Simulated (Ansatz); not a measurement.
# Static equation of state of glassy Ba4.1Hf30.6O65.3 (121 atoms)

Density of this cell: 8.46 g/cm³. The cell holds 121 atoms: 5 Ba, 37 Hf and 79 O. Cell: a = 12.068 Å, b = 11.794 Å, c = 11.805 Å, α = 88.0°, β = 90.3°, γ = 88.5°. The starting structure: 121 atoms (5 Ba, 37 Zr, 79 O) placed at random at 5.15 g/cm³, melted at 4500 K for 20 ps at fixed volume with the Morse and Coulomb pair potential with partial charges (Pedone, Malavasi, Menziani, Cormack and Segre, J. Phys. Chem. B 110, 11780 (2006)). Quenched from 4500 K to 300 K at 20 K/ps and fixed volume, held 20 ps at zero pressure. Then Zr was replaced by Hf (the potential has no terms for the new elements, so the cell is a start for a DFT relaxation).

Calculated with Ansatz 0.2.0: Kohn-Sham DFT, revPBE, PAW (set soft_2), plane waves; cutoff 420 eV, Γ point, fixed occupations. Cell and atoms were relaxed first, to V0 = 13.873 Å³ an atom at a residual P0 = 0.025 GPa. The cell was then scaled evenly, and the atoms were relaxed at each volume.

| volume (Å³/atom) | pressure (GPa) |
| --- | --- |
| 12.486 | 13.65 |
| 13.041 | ? |
| 13.457 | 3.596 |
| 14.289 | -2.103 |
| 14.706 | -4.379 |

**Question.** Fit the third-order Birch–Murnaghan equation to the rows given and interpolate to the withheld row.

**Working.**

Take the Eulerian strain f = ½[(V0/V)^(2/3) − 1] and the normalised pressure F = (P − P0) / [3f(1 + 2f)^(5/2)]. The third-order Birch–Murnaghan equation is then the line F = B0 + (3/2)B0(B′ − 4) f, so u = f and v = F.

| u = f | v = F (GPa) |
| --- | --- |
| 0.0363833 | 104.760 |
| 0.0102571 | 110.289 |
| -0.00975657 | 76.3794 |
| -0.0190507 | 84.9228 |

With n = 4: mean u = 0.00445827, mean v = 94.0877, Σ(u − ū)² = 0.0018076, Σ(u − ū)(v − v̄) = 0.90182. Slope b = 0.90182 / 0.0018076 = 498.92; intercept a = v̄ − b ū = 91.863.

So B0 = a = 91.9 GPa and B′ = 4 + 2b/(3a) = 7.62. At the withheld volume f = 0.02106, F = a + b f = 102.4 GPa, and P = P0 + 3f(1 + 2f)^(5/2) F.

Prediction at 13.041: 7.194 GPa. The run gave 7.011 GPa, so the fit is high by 0.18 GPa (2.6 % of the value).

The series isn't one smooth equation of state: even a line fitted to all rows, the withheld one included, misses F by up to 13.6 %, the count of bonds changes along the series and an atom moves over 0.5 Å in some relaxation. B0 and B′ are then only the numbers of this fit, not moduli of the material. Among the rows given, the largest miss of the fit is at 12.486, by 0.68 GPa (3.8 % of the range of the table).

Limits: Static cells at zero temperature; the cell shape is held. The program notes that the SCF threshold of these relaxations is loose for the stress. The quench rate of 20 K/ps is many orders above laboratory rates, so the cell is likely richer in defects and strain than a real sample. The network of bonds at the start is that of the classical potential that made the cell, and needn't be the one that DFT or experiment would give. Only the Γ point is sampled, in a cell whose shortest periodic width is 12 Å.

[Hosts, paths, dates, database ids (printed as entryN), source tags and the programs' standing remarks are cut or masked in the printed files.]
